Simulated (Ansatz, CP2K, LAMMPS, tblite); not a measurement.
# Aqueous Zn2+ and Br-, 2.1 mol of salt per kg of water at 300 K (81 atoms) in other programs, against a plane-wave reference

Wanted: errors and costs of other methods on aqueous Zn2+ and Br-, 2.1 mol of salt per kg of water at 300 K (81 atoms). A plane-wave run serves as the reference.

Program: Ansatz 0.2.0. Level of theory: Kohn-Sham DFT, PBE, PAW, plane waves. Results are calculated unless marked as measured.

## Step 1: Starting point

The cell holds 81 atoms: 26 O, 52 H, 1 Zn and 2 Br. Cell: a = 9.404 Å, b = 9.404 Å, c = 9.404 Å, α = 90.0°, β = 90.0°, γ = 90.0°. 26 H2O, 1 Zn2+, 2 Br- placed at random, at 1.39 g/cm³; overlaps pushed apart, then 10 ps at 420 K with divalent ions of Li, Roberts, Chakravorty and Merz (J. Chem. Theory Comput. 9, 2733 (2013)); Joung-Cheatham ions (J. Phys. Chem. B 112, 9020 (2008)); SPC/E water (Berendsen, Grigera and Straatsma, J. Phys. Chem. 91, 6269 (1987)); charges of ions scaled by 0.85. Snapshot after 20 ps at 300 K and fixed volume.

## Step 2: Plane-wave reference

The PAW files are the set soft_2.

File input.yaml:

```yaml
crystal:
  lattice:
    - [9.40369, 0.0, 0.0]
    - [0.0, 9.40369, 0.0]
    - [0.0, 0.0, 9.40369]
  atoms:
    - { symbol: O, position: [0.20996, 0.99987, 0.64628] }
    - { symbol: H, position: [0.22912, 0.8957, 0.63683] }
    - { symbol: H, position: [0.10645, 0.01845, 0.63047] }
    - { symbol: O, position: [0.07708, 0.49446, 0.33685] }
    [... 71 atom lines left out ...]
    - { symbol: O, position: [0.94054, 0.04681, 0.53498] }
    - { symbol: H, position: [0.91912, 0.09412, 0.44218] }
    - { symbol: H, position: [0.90253, 0.10615, 0.61462] }
    - { symbol: Zn, position: [0.47744, 0.60743, 0.26415] }
    - { symbol: Br, position: [0.55976, 0.65397, 0.79742] }
    - { symbol: Br, position: [0.67962, 0.07281, 0.17871] }
kpoints:
  mp_grid: { grid: [1, 1, 1] }
hamiltonian:
  xc: pbe
scf:
  occupations: { method: fermi_dirac, width: 0.05 }
output:
  forces: true
  eigenvalues: true
  populations: true
  stress: true
```

Command:

```bash
ansatz run input.yaml --threads 4 --pin off --max-ram 8192MiB --backend cpu --events-out ev --progress --plain --runs-dir out
```

What it wrote:

```text
[...]
Pseudopotentials: kind: paw
Pseudopotential: O, paw, valence charge 6, recommended cutoff 420 eV (normal), O.paw.azcp
Pseudopotential: H, paw, valence charge 1, recommended cutoff 420 eV (normal), H.paw.azcp
Pseudopotential: Zn, paw, valence charge 12, recommended cutoff 420 eV (normal), Zn.paw.azcp
Pseudopotential: Br, paw, valence charge 7, recommended cutoff 420 eV (normal), Br.paw.azcp
[... 5 lines on functional and potentials left out ...]
Crystal: 81 atoms, lattice volume = 831.563 Å³
Basis set: ecut = 420 eV, 16279 PW (Γ), exchange–correlation on 128×128×128 points (8 copies of the dense FFT grid, shifted against one another)
Bands: 198, of which v1, the nominal top of the filled ones, is band 117 counted from 1 (116 counted from 0)
Symmetry: 1 space group operations
Space group: P1 (ITA 1), of the structure as read, at distance tolerance 9.4e-5 Å
k-points: 1
[... 9 lines on functional and potentials left out ...]
Initial density: superposition of atomic densities (neutral atoms: chi_scale 0, normalization atom), corrected by the library's trained network
Initial wavefunctions: pseudopotential atomic-orbital guess
[...]
SCF iter   1: F=—  HF=-24476.101057 eV  |F-HF|=—  |Δ(HF+E_count)|=         —  Δρ=3.23e-3  dr2=9.30e-2  ethr=1.77e-3  ⟨swp⟩=6.0  Hψ=914  notcnv=0  defer=41
preconditioner: auto → Resta (q_TF=auto, 2.209 Å⁻¹)  ε∞=2.3  [insulator: Δε(μ)=3.840 eV  Ē_g=17.240 eV  σ=0.050 eV  W_gap=1.00  n_scr=146 (ndim 8)  ℏωp=19.7 eV  f_vac=0.238  D(μ)=0.00/eV (n_scr^D=0)  ε∞_Penn≈2.3]
[...]
SCF iter   8: F=—  HF=-24476.053468 eV  |F-HF|=—  |Δ(HF+E_count)|=   8.84e-8  Δρ=4.60e-6  dr2=1.58e-7  ethr=5.35e-10  ⟨swp⟩=2.0  Hψ=235  notcnv=0  defer=74
SCF iter   9: F=-24476.053468 eV  HF=-24476.053468 eV  |F-HF|=5.42e-9  |Δ(HF+E_count)|=   4.60e-9  Δρ=1.30e-6  dr2=1.47e-8  ethr=4.27e-11  ⟨swp⟩=14.0  Hψ=1278  notcnv=0
SCF 1 converged in 9 iterations: F = -24476.053468 eV  dr2 = 1.47e-8
[...]
SCF converged after 9 iterations
Free energy (F): -24476.053468 eV
Harris-Foulkes:  -24476.053468 eV  (|F-HF|=5.42e-9)
Internal energy: -24476.053468 eV  (E = F + TS)
E sigma→0 (E₀):  -24476.053468 eV
Fermi energy:    0.556917 eV
--- Per-component energies (eV) ---
[...]
Σ components = -24476.053468   (vs F -24476.053468, Δ=0.00e0)
--- Forces (eV/Å), atoms counted from 1 ---
  atom   1  O     -0.51168725     0.64514209     0.57392145
  atom   2  H     -0.29549990     0.30475408    -0.16637918
  atom   3  H      0.96060234    -0.60786137    -0.33809326
  atom   4  O     -0.45284353     0.23703117    -0.09754321
[...]
atom  81  Br     0.25818324     0.40811610     0.42817072
  max |Σ_I F_I| component: 2.73e-6 eV/Å
--- Stress (GPa, compression-positive) ---
       -0.489342      -0.813282      -0.551422
       -0.813282      -0.277086       0.273885
       -0.551422       0.273885      -0.534227
  P = ⅓ Tr σ = -0.4336 GPa (-4.336 kbar)
--- Band table (eV) ---
  k-point 0: bands = ["-21.2664", "-21.1451", "-21.0787", "-21.0441", [... 182 levels ...], "11.0038", "11.0497", "11.0625", "11.1287", "11.2797", "11.3110", "11.3575", "11.3992", "11.4345", "11.5001", "11.6442", "11.7629"]
--- Löwdin populations: 81 sites ---
  site symbol       q [e]
     0      O      6.7230
     1      H      0.6230
     2      H      0.6215
[...]
80     Br      7.5580
  spilling = 0.010054 (of n_electrons = 234.000000)
```

Run time: 8.8 s. Hardware: 4 threads of Arm Neoverse V1, shared host; peak memory 0.86 GiB.

Numbers from this run:

| Property | Result |
| --- | --- |
| free energy | -24476.0535 eV |
| free energy per atom | -302.1735 eV/atom |
| SCF cycles | 9 |
| pressure | -0.4336 GPa |
| r.m.s. force component | 0.597 eV/Å |
| longest force | 2.723 eV/Å |
| Fermi energy | 0.5569 eV |
| gap (highest filled to lowest empty level) | 3.841 eV |
| spilling of the projection | 0.01005 |

Neighbours are counted within 1.21 Å (H-O), 2.50 Å (O-Zn).

Length of the force by element and coordination:

```csv
element,coordination,atoms,mean length of the force (eV/Å),spread,least,most
Br,all,2,0.508,0.137,0.371,0.645
H,all,52,0.884,0.369,0.202,1.57
O,all,26,0.986,0.679,0.262,2.72
O,2,20,0.702,0.411,0.262,1.91
O,3,6,1.93,0.520,1.24,2.72
Zn,all,1,1.04,0,1.04,1.04
```

Löwdin charges by element and coordination (they lack the spilled electrons, 0.029 e an atom on average):

```csv
element,coordination,atoms,mean charge (e),spread,least,most
Br,all,2,-0.526,0.0315,-0.558,-0.495
H,all,52,0.386,0.0176,0.324,0.419
O,all,26,-0.700,0.0313,-0.754,-0.633
O,2,20,-0.689,0.0251,-0.723,-0.633
O,3,6,-0.739,0.0127,-0.754,-0.717
Zn,all,1,1.55,0,1.55,1.55
```

The levels nearest the highest filled one (over half full), pooled over k-points and spins:

```csv
level less the highest filled one (eV),occupation
-0.485,2
-0.440,2
-0.282,2
-0.231,2
-0.198,2
0,2
3.84,0
5.52,0
5.78,0
5.90,0
6.12,0
6.23,0
```

## Step 3: What was run beside it

The programs:
- CP2K 2026.2: Gaussian basis with GTH pseudopotentials and a plane-wave density; labels give functional, basis (MOLOPT sets; SR short-range, UZH the newer set with its own potentials), grid cutoff/relative cutoff and solver (OT: orbital transformation; TRS4, TC2, SIGN: linear-scaling purification with its sparsity filter), or its built-in tight binding.

All use the same cell and atoms; the electronic-structure runs use the same k-mesh, and an electronic temperature of 580 K (0.05 eV) where levels are smeared.

Differences are against the plane-wave reference, forces as r.m.s. over components; share is that over the reference's r.m.s. force, slope the least-squares factor from reference forces to these. Total energies of different programs have different zeros and aren't compared.

```csv
run,"Δ force, r.m.s. (meV/Å)",share (%),slope,Δ pressure (GPa),Δ gap (eV),cores,CPU time,memory (GiB)
reference,-,-,-,-,-,4,22 s,0.86
"CP2K GFN1-xTB, OT DIIS",357,59.9,1.020,-5.06,-,1,2.9 s,0.3
"CP2K PBE, DZVP-MOLOPT-SR, 800/50 Ry, OT CG",38.4,6.43,0.999,0.183,1.65,4,9.9 min,2.5
"CP2K PBE, DZVP-UZH, 400/50 Ry, OT CG (coarse)",132,22.1,0.889,0.897,0.144,4,7.3 min,1.6
"CP2K PBE, DZVP-UZH, 800/50 Ry, OT CG",120,20.1,0.895,0.867,0.144,4,11 min,2.6
"CP2K PBE, SZV-MOLOPT-SR, 800/50 Ry, OT CG (coarse)",1692,283,-0.733,8.90,2.66,2,5.4 min,1.5
```

Rows marked coarse were listed beforehand as settings not expected to be converged; some can still land near the reference.

CPU time is summed over cores on a shared host, where runs went side by side, so it is rough. Symmetry, cutoffs, thresholds, outputs and thread counts weren't matched or tuned between programs; memory under MPI is the largest rank's times the ranks.

Left out of the table, since they converged to an unphysical state: tblite GFN1-xTB (forces off by up to 16550 eV/Å).

Mean charges by element (e), by run and scheme:

```csv
run,scheme,O,H,Zn,Br
reference,Löwdin,-0.70,+0.39,+1.55,-0.53
"CP2K GFN1-xTB, OT DIIS",Mulliken,-0.70,+0.35,+0.93,-0.41
"CP2K PBE, DZVP-MOLOPT-SR, 800/50 Ry, OT CG",Mulliken,-0.29,+0.15,+0.74,-0.61
"CP2K PBE, DZVP-MOLOPT-SR, 800/50 Ry, OT CG",Hirshfeld,-0.24,+0.12,+0.45,-0.21
"CP2K PBE, DZVP-UZH, 800/50 Ry, OT CG",Mulliken,-0.57,+0.29,+0.76,-0.61
"CP2K PBE, DZVP-UZH, 800/50 Ry, OT CG",Hirshfeld,-0.24,+0.12,+0.44,-0.20
```

The reference's Löwdin charges lack the electrons that the projection spills, 0.029 e an atom on average.

Within one program, basis, potentials and functional, energies share a zero. Each run against its twin at the usual cutoff or grid and solver:

```csv
run,twin,Δ energy (meV/atom),"Δ force, r.m.s. (meV/Å)",CPU time over the twin's
"CP2K PBE, DZVP-UZH, 400/50 Ry, OT CG","DZVP-UZH, 800/50 Ry, OT CG",-0.413,62.0,0.70
```

## Step 4: Results

```
reference r.m.s. force component                       : 0.597 eV/Å
nearest in forces                                      : CP2K PBE, DZVP-MOLOPT-SR, 800/50 Ry, OT CG, 6.4 %
farthest in forces                                     : CP2K PBE, SZV-MOLOPT-SR, 800/50 Ry, OT CG (coarse), 283 %
cheapest electronic-structure run beside the reference : CP2K GFN1-xTB, OT DIIS, 2.9 s of CPU time
```

What this shows: The PBE runs in local orbitals, coarse settings apart, differ by 6.4 % (CP2K PBE, DZVP-MOLOPT-SR, 800/50 Ry, OT CG) to 20 % (CP2K PBE, DZVP-UZH, 800/50 Ry, OT CG); basis, grid and potentials can all enter. Tight binding differs by 60 % (CP2K GFN1-xTB, OT DIIS); it is another model, with fitted parameters of its own, and the xTB methods hold dispersion. Runs with settings chosen to be coarse differ by 22 % (CP2K PBE, DZVP-UZH, 400/50 Ry, OT CG) to 283 % (CP2K PBE, SZV-MOLOPT-SR, 800/50 Ry, OT CG), their programs' other errors included. One electronic-structure run takes under half the reference's CPU time: CP2K GFN1-xTB, OT DIIS, at 60 % in 2.9 s against 22 s; its pressure misses by -5.1 GPa. CP2K PBE, DZVP-UZH, 400/50 Ry, OT CG softens the forces by a factor of 0.89 while following their directions (correlation 0.978). In CP2K PBE, DZVP-UZH, 800/50 Ry, OT CG the difference has nearly one length on every H (0.20 eV/Å) and points along its bond, outwards: this method prefers longer bonds, and stiff bonds to hydrogen turn a small shift into a large force. At the same functional, gaps differ from the reference's 3.84 eV by between +0.14 and +2.66 eV. A likely cause of the wide gaps: compact atomic orbitals describe empty levels worse than filled ones. In pressure, CP2K PBE, SZV-MOLOPT-SR, 800/50 Ry, OT CG misses by +8.9 GPa, at the same functional. Charges hang on model, scheme and program or settings: among these rows the mean for Zn runs from +0.44 to +1.55 e. In the reference: filled and empty levels are parted by 3.84 eV (at Γ alone); a semilocal functional tends to put such gaps too low. In a disordered cell it changes from sample to sample and from frame to frame. In the reference: mean Löwdin charges: Br -0.53, H +0.39, O -0.70, Zn +1.55 e (they miss 1.0 % of the electrons, so they add up to more than the cell's charge). Periodic xTB results under one method name differ between programs and library versions. With short bonds to hydrogen, sets of potentials differ among themselves by several per cent in forces even at converged cutoffs, so the reference isn't exact here either. The network of contacts between molecules at the start is that of the classical potential that made the cell, and needn't be the one that DFT or experiment would give. The reference's PBE has no dispersion term, which matters for the binding between molecules or layers. The density was typed from a rule of thumb and may lie off the real one at this temperature. The electronic-structure runs sample only Γ, in a cell whose shortest periodic width is 9 Å.

[Also dropped from logs without a mark: logging warnings of Python, and SIESTA's first energy breakdown and zero terms.]

[Logs are printed without paths, hosts, clocks, repeated set-up lines and the standing remarks that a program may print on its own settings, such as how far it seeks lower states.]

[Hosts, paths, dates, database ids (printed as entryN), source tags and the programs' standing remarks are cut or masked in the printed files.]
